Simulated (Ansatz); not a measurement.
# Ca on Cu(111): change of the work function, part 5 of 5

Wanted: Δφ(θ) for Ca/Cu(111), starting from the top site.

Ansatz 0.2.0; plane-wave DFT, RPBE, Ansatz PAW (the session's first sound run).

So far, work function, upper face (eV): step 2 (the clean slab, RPBE) 4.67; step 6 (the 0.25 ML cell at another level of theory, cutoff 420 eV, functional PBE) 2.63; step 7 (the 0.25 ML cell at another level of theory, cutoff 420 eV, functional LDA) 2.72; step 8 (the 0.25 ML cell at another level of theory, cutoff 500 eV, functional r2SCAN) 2.66; step 9 (the 0.25 ML cell at another level of theory, cutoff 1350 eV, functional PBE, PBE JTH) 2.63.

### 12. The same run with other settings: magnetization = {"spin_polarized": true}

This step: plane-wave DFT, RPBE, Ansatz PAW, but for the change named below (Ansatz 0.2.0).

System of this step: Cu(111). The cell holds 4 atoms: 4 Cu. Its edges and angles: a = 2.553 Å, b = 2.553 Å, c = 24.253 Å, α = 90.0°, β = 90.0°, γ = 60.0°. Vacuum lies along c.

Another changed input: it repeats the earlier run at 0 ML with magnetization to spin_polarized: true.

The input, input.yaml:

```yaml
crystal:
  lattice:
    - [2.5526554801, 0.0, 0.0]
    - [1.27632774, 2.2106644929, 0.0]
    - [0.0, 0.0, 24.2527034153]
  atoms:
    - { symbol: Cu, position: [0.0, 0.0, 0.3710926508], spin: -1.0 }
    - { symbol: Cu, position: [0.3333333333, 0.3333333333, 0.4570308836], spin: 4.0 }
    - { symbol: Cu, position: [0.6666666667, 0.6666666667, 0.5429691164], spin: -1.0 }
    - { symbol: Cu, position: [0.0, 0.0, 0.6289073492], spin: -4.0 }
kpoints:
  mp_grid: { grid: [13, 13, 1] }
hamiltonian:
  xc: rpbe
scf:
  occupations: { method: fermi_dirac, width: 0.1 }
  convergence: { dr2_threshold: 1.0e-08 }
efield:
  axis: 3
  dipole_correction: true
  ramp_position: 0.97
  ramp_width: 0.06
relax:
  f_tol: 0.02
  max_steps: 60
  constraints: [{ sites: [0, 1] }]
output:
  write_potential: true
  write_density: true
  volumetric_format: npy
magnetization:
  spin_polarized: true
```

Command:

```bash
$ ansatz run input.yaml --threads 4 --pin off --max-ram 12288MiB --backend cpu --events-out ev --progress --plain --runs-dir out
```

Numbers of over 12 decimals in the logs are rounded to 6 here.

The program printed:

```text
[...]
Crystal: 4 atoms, lattice volume = 136.860 Å³
Basis set: ecut = 420 eV, 2739 PW (Γ), exchange–correlation on 36×36×360 points (8 copies of the dense FFT grid, shifted against one another)
Bands: 52, of which v1, the nominal top of the filled ones, is band 38 counted from 1 (37 counted from 0)
Symmetry: 6 space group operations
k-points: 21 of 169 (time reversal used)
[...]
Starting moments: Σ|m| = 10 μB on 4 of 4 sites
[...]
SCF iter   1: F=—  HF=-26518.046995 eV  |F-HF|=—  |Δ(HF+E_count)|=         —  Δρ=2.00e-1 (↑1.78e-1 ↓2.00e-1)  dr2=3.85e1  dr2_m=3.38e1  M=-0.632 μB ∫|m|=2.878 μB  β_m=0.30  ethr=3.10e-3  p=0.000 e·Å  D=1.25e-14 V/Å  ΔV_dip=-0.00 eV  dr2_dipole=2.99e0  V_vac-E_F(+/−)=3.39/3.39 eV  ⟨swp⟩=8.8  Hψ=10556  notcnv=0  defer=107
[...]
spin=Collinear: LDOS preconditioning applied to the charge; magnetization (m = ρ↑ − ρ↓) channel mixes plain (no charge-response kernel on spin).
SCF iter   2: F=—  HF=-26516.631599 eV  |F-HF|=—  |Δ(HF+E_count)|=    1.42e0  Δρ=1.65e-1 (↑1.58e-1 ↓1.65e-1)  dr2=3.35e0  dr2_m=3.25e1  M=-0.308 μB ∫|m|=1.396 μB  β_m=0.30  ethr=3.10e-3  p=-0.014 e·Å  D=-1.85e-2 V/Å  ΔV_dip=0.45 eV  dr2_dipole=1.16e0  V_vac-E_F(+/−)=4.34/3.89 eV  ⟨swp⟩=3.1  Hψ=5257  notcnv=0  defer=198  κ⁻¹=1.0e0(r=1)
[...]
SCF iter   6: F=—  HF=-26520.227598 eV  |F-HF|=—  |Δ(HF+E_count)|=   3.61e-1  Δρ=5.52e-2 (↑5.52e-2 ↓5.33e-2)  dr2=1.40e-1  dr2_m=3.66e0  M=-0.067 μB ∫|m|=0.499 μB  β_m=0.34  ethr=1.45e-4  p=-0.001 e·Å  D=-1.10e-3 V/Å  ΔV_dip=0.03 eV  dr2_dipole=9.23e-3  V_vac-E_F(+/−)=4.62/4.60 eV  ⟨swp⟩=2.5  Hψ=3186  notcnv=0  defer=232
[...]
spin-set hold released at iteration 6 (site moments contracting): the magnetisation degrees of freedom join the quasi-Newton model from the next iteration; the mixer history was flushed
SCF iter   7: F=—  HF=-26520.417271 eV  |F-HF|=—  |Δ(HF+E_count)|=   1.90e-1  Δρ=3.84e-2 (↑3.84e-2 ↓3.79e-2)  dr2=4.05e-2  dr2_m=1.82e0  M=-0.052 μB ∫|m|=0.406 μB  β_m=0.65  ethr=1.45e-4  p=-0.000 e·Å  D=-4.37e-4 V/Å  ΔV_dip=0.01 eV  dr2_dipole=9.05e-3  V_vac-E_F(+/−)=4.63/4.62 eV  ⟨swp⟩=2.0  Hψ=3472  notcnv=0  defer=228
density mixer auto → msr1: a metal under ldos (density of states about μ 0.74 of a free-electron gas's, 18 screened modes)
SCF iter   8: F=—  HF=-26520.763196 eV  |F-HF|=—  |Δ(HF+E_count)|=   3.46e-1  Δρ=1.27e-2 (↑1.27e-2 ↓1.14e-2)  dr2=4.31e-1  dr2_m=5.25e-3  M=0.004 μB ∫|m|=0.081 μB  β_m=0.48  ethr=5.33e-5  p=-0.002 e·Å  D=-2.96e-3 V/Å  ΔV_dip=0.07 eV  dr2_dipole=7.64e-4  V_vac-E_F(+/−)=4.80/4.73 eV  ⟨swp⟩=2.9  Hψ=4304  notcnv=0  defer=228
[...]
SCF iter  20: F=-26520.658980 eV  HF=-26520.658980 eV  |F-HF|=1.08e-9  |Δ(HF+E_count)|=   8.57e-9  Δρ=2.27e-7 (↑2.27e-7 ↓2.17e-7)  dr2=1.16e-10  dr2_m=5.22e-11  M=0.000 μB ∫|m|=0.000 μB  ethr=3.03e-12  p=0.000 e·Å  D=2.25e-7 V/Å  ΔV_dip=-0.00 eV  dr2_dipole=7.29e-13  V_vac-E_F(+/−)=4.65/4.65 eV  ⟨swp⟩=7.5  Hψ=10801  notcnv=0
WARN: the starting moments were not kept: the SCF closed with an absolute magnetisation of 1.1e-5 μB, where they sum to 10 μB in size (4 sites). That is at most 0.1 of that sum. Measured as dr2_m measures the in/out step, that magnetisation stands 2.2e-11 eV from none, at or under the dr2_threshold of 1.0e-8 eV: it is no larger than a step whose dr2_m would equal this threshold. The system may hold no moment; this SC [...]
SCF 1 converged in 20 iterations: F = -26520.658980 eV  dr2 = 1.16e-10
[...]
relax step   1: F+E_penalty+E_count = -26520.65898032 eV  Δ(F+E_penalty+E_count) = +0.000e0 eV  max|allowed force component| = 1.723e-1 eV/Å  Δτ_max = 0.0000 Å  (20 SCF iters, accepted)
[...]
Starting moments: Σ|m| = 10 μB on 4 of 4 sites; this step starts from the density that it was given
[...]
SCF iter  14: F=-26520.665099 eV  HF=-26520.665099 eV  |F-HF|=1.49e-10  |Δ(HF+E_count)|=  7.71e-10  Δρ=3.27e-7 (↑3.27e-7 ↓1.40e-7)  dr2=2.68e-10  dr2_m=2.23e-11  M=-0.000 μB ∫|m|=0.000 μB  ethr=1.00e-12  p=-0.000 e·Å  D=-3.58e-4 V/Å  ΔV_dip=0.01 eV  dr2_dipole=4.65e-11  V_vac-E_F(+/−)=4.66/4.65 eV  ⟨swp⟩=5.7  Hψ=10805  notcnv=0
the starting moments were not kept: the SCF closed with an absolute magnetisation of 3.4e-6 μB, where they sum to 10 μB in size (4 sites). That is at most 0.1 of that sum. Measured as dr2_m measures the in/out step, that magnetisation stands 5.1e-12 eV from none, at or under the dr2_threshold of 1.0e-8 eV: it is no larger than a step whose dr2_m would equal this threshold.
SCF 2 converged in 14 iterations: F = -26520.665099 eV  dr2 = 2.68e-10
relax step   2: F+E_penalty+E_count = -26520.66509949 eV  Δ(F+E_penalty+E_count) = -6.119e-3 eV  max|allowed force component| = 1.004e-1 eV/Å  Δτ_max = 0.0395 Å  (14 SCF iters, accepted)
SCF iter   1: F=—  HF=-26520.231926 eV  |F-HF|=—  |Δ(HF+E_count)|=         —  Δρ=2.80e-2 (↑2.47e-2 ↓2.80e-2)  dr2=9.24e-3  dr2_m=8.70e-1  M=-0.005 μB ∫|m|=0.038 μB  β_m=0.30  ethr=1.29e-4  p=-0.000 e·Å  D=-3.57e-4 V/Å  ΔV_dip=0.01 eV  dr2_dipole=8.26e-5  V_vac-E_F(+/−)=4.66/4.65 eV  ⟨swp⟩=5.1  Hψ=6165  notcnv=0  defer=226
[...]
SCF iter  14: F=-26520.668193 eV  HF=-26520.668193 eV  |F-HF|=3.24e-10  |Δ(HF+E_count)|=   5.40e-9  Δρ=3.98e-7 (↑3.98e-7 ↓1.44e-7)  dr2=4.20e-10  dr2_m=4.80e-11  M=-0.000 μB ∫|m|=0.000 μB  ethr=1.58e-12  p=-0.001 e·Å  D=-8.66e-4 V/Å  ΔV_dip=0.02 eV  dr2_dipole=9.68e-11  V_vac-E_F(+/−)=4.67/4.65 eV  ⟨swp⟩=5.7  Hψ=11205  notcnv=0
[...]
SCF 3 converged in 14 iterations: F = -26520.668193 eV  dr2 = 4.20e-10
relax step   3: F+E_penalty+E_count = -26520.66819267 eV  Δ(F+E_penalty+E_count) = -3.093e-3 eV  max|allowed force component| = 5.422e-3 eV/Å  Δτ_max = 0.0537 Å  (14 SCF iters, accepted)
[...]
SCF converged after 14 iterations
Magnetization: -0.0000 μB (38.0000 up, 38.0000 down)
Absolute magnetization: 0.0000 μB (∫|ρ↑−ρ↓|, with the PAW one-centre terms)
[...]
Per-site moments (μB) at R_I (Å): [(-1.6368996750972483e-7, 1.052970), (-1.7556204689654997e-7, 1.052970), (-1.0596004003953681e-7, 1.052970), (5.411519161931157e-7, 1.052970)]
Free energy (F): -26520.668193 eV
[...]
Internal energy: -26520.616236 eV  (E = F + TS)
E sigma→0 (E₀):  -26520.642215 eV
Entropy (-TS):   -0.051956 eV (-12.989 meV/atom)
Fermi energy:    2.827003 eV
Dipole field:    D = -0.000850 V/Å  (p = -0.000643 e·Å, saw-weighted, corrected)
Work function:   Φ+ = 4.6692 eV   Φ− = 4.6486 eV
[...]
--- Forces (eV/Å), atoms counted from 1 ---
  atom   1  Cu    -0.00000000    -0.00000000    -0.16123058
  atom   2  Cu     0.00000000    -0.00000000     0.15582930
  atom   3  Cu    -0.00000000    -0.00000000    -0.00002126
  atom   4  Cu    -0.00000000     0.00000000     0.00542153
  max |Σ_I F_I| component: 1.01e-6 eV/Å
--- Band table (eV; the first three rows and the last of 42) ---
  k-point 0 ↑: bands = [... 34 lower, 0.8784, 1.1879, 1.1879, 1.2892, 1.2892, 1.6456, 2.5772, 6.8679, ... 10 higher]
  k-point 1 ↑: bands = [... 34 lower, 0.8875, 0.9828, 1.1040, 1.1844, 1.2902, 2.0228, 3.0519, 7.0215, ... 10 higher]
  k-point 2 ↑: bands = [... 34 lower, 0.8168, 0.8777, 1.1741, 1.2924, 1.3020, 2.6594, 4.0445, 7.4826, ... 10 higher]
  k-point 20 ↓: bands = [... 34 lower, 1.2099, 1.2560, 5.1246, 6.0148, 7.0766, 7.4491, 7.5928, 8.4893, ... 10 higher]
--- Relaxed structure (3 steps of the walk, 3 accepted, 0 SCFs on fresh bases) ---
  F+E_penalty+E_count = -26520.66819267 eV   max|allowed force component| = 5.422e-3 eV/Å
  atoms:
    - { symbol: Cu, position: [0.0, 0.0, 0.3710926508] }
    - { symbol: Cu, position: [0.333333, 0.333333, 0.4570308836] }
    - { symbol: Cu, position: [0.666667, 0.666667, 0.545053] }
    - { symbol: Cu, position: [4.052221466276343e-18, 0, 0.632749] }
```

The job ended after 46 s (4 threads of Arm Neoverse V1, shared host; peak memory 0.6 GiB; 3 min of CPU time).

The steps of the relaxation:

```csv
step,energy less that of the first step (eV),largest force component (eV/Å)
1,0.0000,0.1723
2,-0.0061,0.1004
3,-0.0092,0.0054
```

Forces are held to the 6 operations that the run works with; a distortion that breaks them can't arise in this run.

The atoms that moved most (Å):

```csv
atom,dx,dy,dz,length
Cu4,0.000,0.000,0.093,0.093
Cu3,0.000,0.000,0.051,0.051
```

Final coordinates:

```xyz
4
Lattice="2.5527 0.0000 0.0000 1.2763 2.2107 0.0000 0.0000 0.0000 24.2527" Properties=species:S:1:pos:R:3
Cu    0.0000    0.0000    9.0000
Cu    1.2763    0.7369   11.0842
Cu    2.5527    1.4738   13.2190
Cu    0.0000    0.0000   15.3459
```

This step gave:

- energy at zero smearing: -26520.6422 eV
- work function, upper face: 4.669 eV
- work function, lower face: 4.649 eV
- dipole along the normal: -6.43e-4 e·Å
- step between the vacuum levels: 0.02062 eV

```csv
quantity,this run,earlier run,difference
"work function, upper face (eV)",4.669,4.669,8.2e-5
"work function, lower face (eV)",4.649,4.649,-1.1e-5
dipole along the normal (e·Å),-6.43e-4,-6.40e-4,-2.9e-6
```

Nothing in the table moves by 0.01 in its unit (for the dipole 0.5 % and 5e-5 e·Å). The run took 48 SCF cycles against 27.

### 13. Outcome

| Property | Result |
| --- | --- |
| work function of the clean face | 4.67 eV |
| work function at 0.11 ML | 2.19 eV |
| work function at 0.25 ML | 2.58 eV |
| dipole per adsorbate at 0.11 ML, positive end outwards | 3.38 D |

Ca lowers the work function of Cu(111) at the lowest coverage, by 2.48 eV: the adsorbate layer has its positive end outwards. The slab has 4 layers, at the tabulated experimental lattice constant, one starting site was run, and quantum-size effects of a slab this thin can reach one or two tenths of an eV.

[Logs are printed without paths, hosts, clocks, repeated set-up lines and the standing remarks that a program may print on its own settings, such as how far it seeks lower states.]

[Hosts, paths, dates, database ids (printed as entryN), source tags and the programs' standing remarks are cut or masked in the printed files.]

[Maps of the electrostatic potential energy from Ansatz leave out the sawtooth potential of an applied field or a dipole correction, so their vacuum need not be flat; planar profiles and work functions include it.]
